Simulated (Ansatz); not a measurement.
# Σ3 (111) boundary in fcc Cu: structure and resistance, part 2 of 3

How much does the Σ3 (111) boundary in fcc Cu reflect electrons?

Ansatz 0.2.0; Ansatz plane-wave DFT, PBE, PAW files; relaxation of a bicrystal slab with its lowest layers held; PAW set soft_1 (the session's first sound run).

So far. Step 2 (Relaxing the bicrystal): The largest force component on a free atom ends at 0.029 eV/Å, under the tolerance of 0.03, after 2 steps.

## 3. Transmission across the boundary

Bulk layers of each grain are laid under and over the relaxed boundary, and a lead is named in the middle of each, away from the free faces. The mesh across the current, 28×28, is finer than the density's, because channels open and close sharply across the zone. Energies from -0.1 to 0.1 eV in steps of 0.05 eV are too few for the program's thermal sum, so it prints no conductance; for a metal the transmission near the Fermi level serves, at a fraction of the cost.

This step: Ansatz plane-wave DFT, PBE, PAW files; ballistic transport by layer matching (Landauer), zero bias; boundary relaxed in a short slab, bulk layers laid on; PAW set soft_1 (Ansatz 0.2.0).

System of this step: Σ3 (111) boundary in fcc Cu. The cell holds 22 atoms: 22 Cu. Its edges and angles: a = 2.556 Å, b = 2.556 Å, c = 51.834 Å, α = 90.0°, β = 90.0°, γ = 120.0°. It derives from Cu. Regions: lower grain, 9 atoms (9 Cu); boundary, 6 atoms (6 Cu); upper grain, 7 atoms (7 Cu). Vacuum lies along c.

File input.yaml:

```yaml
crystal:
  lattice:
    - [2.5561627297, 0.0, 0.0]
    - [-1.2780813649, 2.2137018601, 0.0]
    - [0.0, 0.0, 51.8337784099]
  atoms:
    - { symbol: Cu, position: [-4.0000000002, -8.0000000001, 0.0771697554] }
    - { symbol: Cu, position: [-3.6666666668, -7.3333333335, 0.1174349684] }
    - { symbol: Cu, position: [-3.3333333335, -6.6666666668, 0.1577001814] }
    - { symbol: Cu, position: [-3.0000000001, -6.0000000001, 0.1979653944] }
    - { symbol: Cu, position: [-2.6666666668, -5.3333333334, 0.2382306074] }
    - { symbol: Cu, position: [-2.3333333334, -4.6666666667, 0.2784958205] }
    - { symbol: Cu, position: [-2.0000000001, -4.0, 0.3187610335] }
    - { symbol: Cu, position: [-1.6666666667, -3.3333333334, 0.3590262465] }
    - { symbol: Cu, position: [-1.3333333334, -2.6666666667, 0.3992914595] }
    - { symbol: Cu, position: [1.0, 1.0, 0.4395566725] }
    - { symbol: Cu, position: [0.3333333333, 0.6666666667, 0.4797490641] }
    - { symbol: Cu, position: [0.6666666667, 0.3333333333, 0.5200372299] }
    - { symbol: Cu, position: [0.0, 0.0, 0.5603498389] }
    - { symbol: Cu, position: [0.6666666667, 0.3333333333, 0.6007105701] }
    - { symbol: Cu, position: [0.3333333333, 0.6666666667, 0.6409737535] }
    - { symbol: Cu, position: [-1.0, -2.0, 0.6812389665] }
    - { symbol: Cu, position: [-1.3333333334, -2.6666666667, 0.7215041795] }
    - { symbol: Cu, position: [-1.6666666667, -3.3333333334, 0.7617693926] }
    - { symbol: Cu, position: [-2.0000000001, -4.0000000001, 0.8020346056] }
    - { symbol: Cu, position: [-2.3333333334, -4.6666666667, 0.8422998186] }
    - { symbol: Cu, position: [-2.6666666668, -5.3333333334, 0.8825650316] }
    - { symbol: Cu, position: [-3.0000000001, -6.0000000001, 0.9228302446] }
kpoints:
  mp_grid: { grid: [11, 11, 1] }
hamiltonian:
  xc: pbe
  pseudopotentials: { kind: paw, azcp: { folder: soft_1 } }
scf:
  occupations: { method: fermi_dirac, width: 0.1 }
output:
  transmission:
    leads: [[5, 6], [17, 18]]
    kmesh: [28, 28]
    e_range: [-0.1, 0.1]
    de: 0.05
  write_potential: true
  write_density: true
  volumetric_format: npy
  elf: true
```

Command:

```sh
> ansatz run input.yaml --threads 4 --pin off --max-ram 15360MiB --backend cpu --events-out ev --progress --plain --runs-dir out
```

Numbers of over 12 decimals in the logs are rounded to 6 here.

What it wrote:

```text
[...]
Crystal: 22 atoms, lattice volume = 293.306 Å³
Basis set: ecut = 420 eV, 5855 PW (Γ)
Bands: 251, of which v1, the nominal top of the filled ones, is band 209 counted from 1 (208 counted from 0)
Symmetry: 6 space group operations
[...]
k-points: 16 of 121 (time reversal used)
[...]
SCF iter   1: F=—  HF=-145773.053078 eV  |F-HF|=—  |Δ(HF+E_count)|=         —  Δρ=2.51e-1  dr2=1.11e2  ethr=3.10e-3  ⟨swp⟩=4.9  Hψ=12655  notcnv=0  defer=308
[...]
SCF iter  14: F=-145753.246990 eV  HF=-145753.246991 eV  |F-HF|=6.12e-8  |Δ(HF+E_count)|=   2.62e-8  Δρ=3.29e-6  dr2=9.01e-8  ethr=2.39e-11  ⟨swp⟩=11.2  Hψ=17002  notcnv=0
SCF 1 converged in 14 iterations: F = -145753.246990 eV  dr2 = 9.01e-8
[...]
transmission: 288 of 2880 steps passed
transmission: 576 of 2880 steps passed
[...]
transmission: 2880 of 2880 steps passed
WARN: The output density's exchange-correlation potential varies sharply where the density is thin. Do not read a vacuum level from v_tot or v_xc, or from such a field of the output density. On a cell that repeats whose density bears no net charge and no dipole along the vacuum's axis use v_es (v_loc + v_h of the components); under efield.dipole_correction with no amplitude use v_es + v_field, which holds any externa [...]
SCF converged after 14 iterations
Free energy (F): -145753.246990 eV
[...]
Internal energy: -145753.049656 eV  (E = F + TS)
E sigma→0 (E₀):  -145753.148323 eV
Entropy (-TS):   -0.197335 eV (-8.970 meV/atom)
Fermi energy:    13.998736 eV
[...]
--- Band table (eV; the first three rows and the last of 16) ---
  k-point 0: bands = [... 205 lower, 12.2312, 12.2312, 12.2787, 12.2787, 12.3157, 12.3157, 12.3382, 12.3382, ... 38 higher]
  k-point 1: bands = [... 205 lower, 12.2281, 12.2382, 12.2859, 12.3232, 12.3434, 12.3467, 12.4038, 12.4040, ... 38 higher]
  k-point 2: bands = [... 205 lower, 12.3071, 12.3402, 12.3666, 12.4092, 12.4095, 12.4634, 12.6438, 12.8547, ... 38 higher]
  k-point 15: bands = [... 205 lower, 16.4655, 16.5476, 16.6185, 16.7045, 16.8504, 16.9103, 17.1561, 17.1676, ... 38 higher]
--- Transmission ---
  basis      : 55 plane waves across, 36 finite elements along
  points     : 80, standing for a mesh of 28 x 28
  energies   : 5 from -0.100000 to 0.100000 eV about the Fermi level, 0.050000 eV apart; the leads are filled to 0.000000 eV, and channels, transmission and decay are at 0.000000 eV
  crystal 0  : Cu1, at the sites [5, 6], period 2.0871 Å, over 27.13 Å; its Hamiltonian steps by up to 6.1 meV
    offset         : up to 0.0000 Å between an atom of the period and one for which it stands
    channels       : 7.844388e-1 a spin
    conductance    : none, the energies end too early or step too widely for 300 K: set another output.transmission.e_range or a lower de, or, where they end at an eighth of basis.ecutwfc, a higher one
    slowest decay  : 0.0462 /Å at (0.0714, 0.0357)
[...]
channels       : 7.844388e-1 a spin
[...]
slowest decay  : 0.0440 /Å at (0.0714, 0.0357)
  junction   : crystal 0 to crystal 1, 16.87 to 37.05 Å
    transmission   : 7.658216e-1 a spin
[...]
```

It took 2.4 min on 4 threads of Arm Neoverse V1, shared host; peak memory 2.4 GiB; 8.8 min of CPU time.

Numbers from this step:

```
free energy                                    : -145753.2470 eV
energy at zero smearing                        : -145753.1483 eV
Fermi energy                                   : 14.00 eV
cell area                                      : 5.659 Å²
transmission per spin nearest the Fermi level  : 0.7658
open channels per spin nearest the Fermi level : 0.7844
open channels per spin, upper lead             : 0.7844
step of the lead's potential                   : 6.1 meV
step of the upper lead's potential             : 9 meV
```

Per spin. The transmission, zone mean by energy, zero at the Fermi level:

```csv
energy (eV),"transmission, zone mean"
-0.1000,0.774
-0.0500,0.777
0.0000,0.766
0.0500,0.768
0.1000,0.776
```

Per spin. Table of open channels, zone mean, lead = upper lead by energy, zero at the Fermi level:

```csv
energy (eV),"open channels, zone mean, lead = upper lead"
-0.1000,0.800
-0.0500,0.800
0.0000,0.784
0.0500,0.784
0.1000,0.800
```

Transmission over k1 and k2. At 0.0000 eV from the Fermi level.

Values, 12 rows by 16 columns, each cell a mean:
```
0.84 0.97 1.00 1.00 1.00 1.00 1.00 0.99 0.89 0.79 0.20 0.00 0.00 0.00 0.04 0.46
0.99 1.00 1.00 1.00 1.00 1.00 1.00 1.00 1.00 1.00 0.73 0.12 0.00 0.00 0.00 0.00
1.00 1.00 1.00 1.00 1.00 1.00 1.00 1.00 1.00 1.00 1.00 0.92 0.24 0.00 0.00 0.00
1.00 1.00 1.00 1.00 1.00 1.00 1.00 1.00 1.00 1.00 1.00 1.00 1.00 0.51 0.04 0.00
0.96 1.00 1.00 1.00 1.00 1.00 0.73 0.29 0.71 0.96 1.00 1.00 1.00 1.00 0.75 0.50
0.80 0.98 1.00 1.00 1.00 1.00 0.53 0.00 0.00 0.37 1.00 1.00 1.00 1.00 0.99 0.84
0.78 0.88 1.00 1.00 1.00 1.00 0.94 0.33 0.08 0.04 0.76 1.00 1.00 1.00 1.00 0.99
0.64 0.21 0.63 1.00 1.00 1.00 1.00 1.00 0.88 0.80 1.00 1.00 1.00 1.00 1.00 1.00
0.57 0.00 0.02 0.39 1.00 1.00 1.00 1.00 1.00 1.00 1.00 1.00 1.00 1.00 1.00 1.00
0.57 0.00 0.00 0.00 0.18 0.84 1.00 1.00 1.00 1.00 1.00 1.00 1.00 1.00 1.00 1.00
0.61 0.03 0.00 0.00 0.00 0.08 0.72 0.97 1.00 1.00 1.00 1.00 1.00 1.00 1.00 0.99
0.74 0.58 0.42 0.43 0.43 0.43 0.68 0.78 0.82 0.93 0.99 1.00 1.00 1.00 0.97 0.84
```
Columns: k1 (b1) from -0.5 to 0.464; rows upwards: k2 (b2) from -0.5 to 0.464.

Open channels over k1 and k2. At 0.0000 eV from the Fermi level.

Ten even steps from '_' (0.00) to '@' (1.00), each cell a mean:
```
@@@@@@@@@@@@@@@@@@@@@@@@@@@@@@@@@@@@________________##@@
@@@@@@@@@@@@@@@@@@@@@@@@@@@@@@@@@@@@__________________++
@@@@@@@@@@@@@@@@@@@@@@@@@@@@@@@@@@@@**__________________
@@@@@@@@@@@@@@@@@@@@@@@@@@@@@@@@@@@@@@%%________________
@@@@@@@@@@@@@@@@@@@@@@@@@@@@@@@@@@@@@@@@@@::____________
@@@@@@@@@@@@@@@@@@@@@@@@@@@@@@@@@@@@@@@@@@@@++__________
@@@@@@@@@@@@@@@@@@@@@@@@@@@@@@@@@@@@@@@@@@@@@@##________
@@@@@@@@@@@@@@@@@@@@@@@@%%%%@@@@@@@@@@@@@@@@@@@@@@......
@@@@@@@@@@@@@@@@@@@@@@**____****@@@@@@@@@@@@@@@@@@@@@@@@
@@@@@@@@@@@@@@@@@@@@@@__________==@@@@@@@@@@@@@@@@@@@@@@
@@@@@@@@@@@@@@@@@@@@@@##__________@@@@@@@@@@@@@@@@@@@@@@
@@@@@@@@@@@@@@@@@@@@@@@@::__________@@@@@@@@@@@@@@@@@@@@
@@@@@@@@@@@@@@@@@@@@@@@@@@====____==@@@@@@@@@@@@@@@@@@@@
@@------@@@@@@@@@@@@@@@@@@@@@@****@@@@@@@@@@@@@@@@@@@@@@
@@______..@@@@@@@@@@@@@@@@@@@@@@@@@@@@@@@@@@@@@@@@@@@@@@
@@__________##@@@@@@@@@@@@@@@@@@@@@@@@@@@@@@@@@@@@@@@@@@
@@____________++@@@@@@@@@@@@@@@@@@@@@@@@@@@@@@@@@@@@@@@@
@@______________::@@@@@@@@@@@@@@@@@@@@@@@@@@@@@@@@@@@@@@
@@__________________%%@@@@@@@@@@@@@@@@@@@@@@@@@@@@@@@@@@
@@--__________________@@@@@@@@@@@@@@@@@@@@@@@@@@@@@@@@@@
@@@@++________________@@@@@@@@@@@@@@@@@@@@@@@@@@@@@@@@@@
@@@@@@################@@@@@@@@@@@@@@@@@@@@@@@@@@@@@@@@@@
```
Columns: k1 (b1) from -0.5 to 0.464; rows upwards: k2 (b2) from -0.5 to 0.464.

Valence density in the ca plane at fractional y = 0.000, with atoms of Cu within 0.2 Å of it. It is the smooth field of the valence electrons, not physical close to the nuclei.

Ten steps, logarithmic in the rise over the least value, from '0' (0 e/Å³) to '9' (58 e/Å³), each cell a mean:
```
51000000000001378620000000000003786200000000
31001100001000145310011000010001453100000000
10011110011100011100111100111000111000000000
00012210012210000000122100122100000000000000
00012210012100011000122100121100110000000000
20001100011100123210011000111001232000000000
41000000000000267510000000000002675100000000
62000000000001489720000000000013897200000000
```
Columns run along c (16.0 Å, from fractional 0.69 to 1.00 of the cell), rows up along a (2.6 Å). Atoms in or near the plane, at fractional coordinates: Cu at (0.80, 0.00), Cu at (0.92, 0.00).

Electrostatic potential energy in the ca plane at fractional y = 0.000, with atoms of Cu within 0.2 Å of it. With pseudopotentials it is smooth inside the atoms' cores, unlike the true potential.

Ten even steps from '0' (-47 eV) to '9' (19 eV), each cell a mean:
```
17999999999998400169999999999985001699999999
58998899988899732489988999988997324899999999
89987789976789877899877899867899778999999999
99975589875689999999755798756899999999999999
89986689876689988899866898766899888999999999
68988899988899854689888899888998546899999999
27999999999998510279999999999985102699999999
16999999999998300069999999999984000599999999
```
Columns run along c (16.0 Å, from fractional 0.69 to 1.00 of the cell; values clipped at the 3rd and 97th percentile), rows up along a (2.6 Å). Atoms in or near the plane, at fractional coordinates: Cu at (0.80, 0.00), Cu at (0.92, 0.00).

ELF in the ca plane at fractional y = 0.000, with atoms of Cu within 0.2 Å of it. It is the smooth field of the valence electrons, not physical close to the nuclei.

Values, 5 rows by 16 columns, each cell a mean:
```
0.18 0.24 0.23 0.22 0.23 0.24 0.21 0.24 0.22 0.22 0.23 0.20 0.25 0.13 0.04 0.00
0.20 0.17 0.19 0.17 0.19 0.18 0.19 0.18 0.18 0.18 0.17 0.19 0.18 0.16 0.04 0.00
0.22 0.16 0.19 0.16 0.18 0.22 0.22 0.17 0.17 0.18 0.16 0.22 0.22 0.18 0.04 0.00
0.19 0.19 0.20 0.18 0.20 0.17 0.18 0.20 0.19 0.19 0.19 0.18 0.17 0.14 0.04 0.00
0.19 0.27 0.24 0.24 0.25 0.33 0.27 0.26 0.24 0.24 0.26 0.24 0.36 0.13 0.04 0.00
```
Columns run along c (16.0 Å, from fractional 0.69 to 1.00 of the cell), rows up along a (2.6 Å). Atoms in or near the plane, at fractional coordinates: Cu at (0.80, 0.00), Cu at (0.92, 0.00).

Over the solved energies the transmission per spin lies between 0.766 and 0.777, out of 0.794 channels of the lead on average (up to 0.800).

## 4. Specific resistance

This step: Ansatz plane-wave DFT, PBE, PAW files; ballistic transport by layer matching (Landauer), zero bias; specific resistance of the boundary; PAW set soft_1 (Ansatz 0.2.0).

Numbers from this step:

* area resistance: 0.02545 fΩ m²
* T over the leads' mean channel count: 0.9731

Averaged over the energies near the Fermi level, 97.3 % of the channels pass, which makes 0.0255 fΩ m².

By hand, with T and the leads' channels N averaged over the energies near the Fermi level: RA = A (h/2e²)(1/T − ½[1/N₁ + 1/N₂]) = 5.659×10⁻²⁰ m² × 12 906 Ω × (1/0.7723 − ½[1/0.7936 + 1/0.7936]) = 0.0255 fΩ m².

[end of part 2 of 3]

[Logs are printed without paths, hosts, clocks, repeated set-up lines and the standing remarks that a program may print on its own settings, such as how far it seeks lower states.]

[Hosts, paths, dates, database ids (printed as entryN), source tags and the programs' standing remarks are cut or masked in the printed files.]
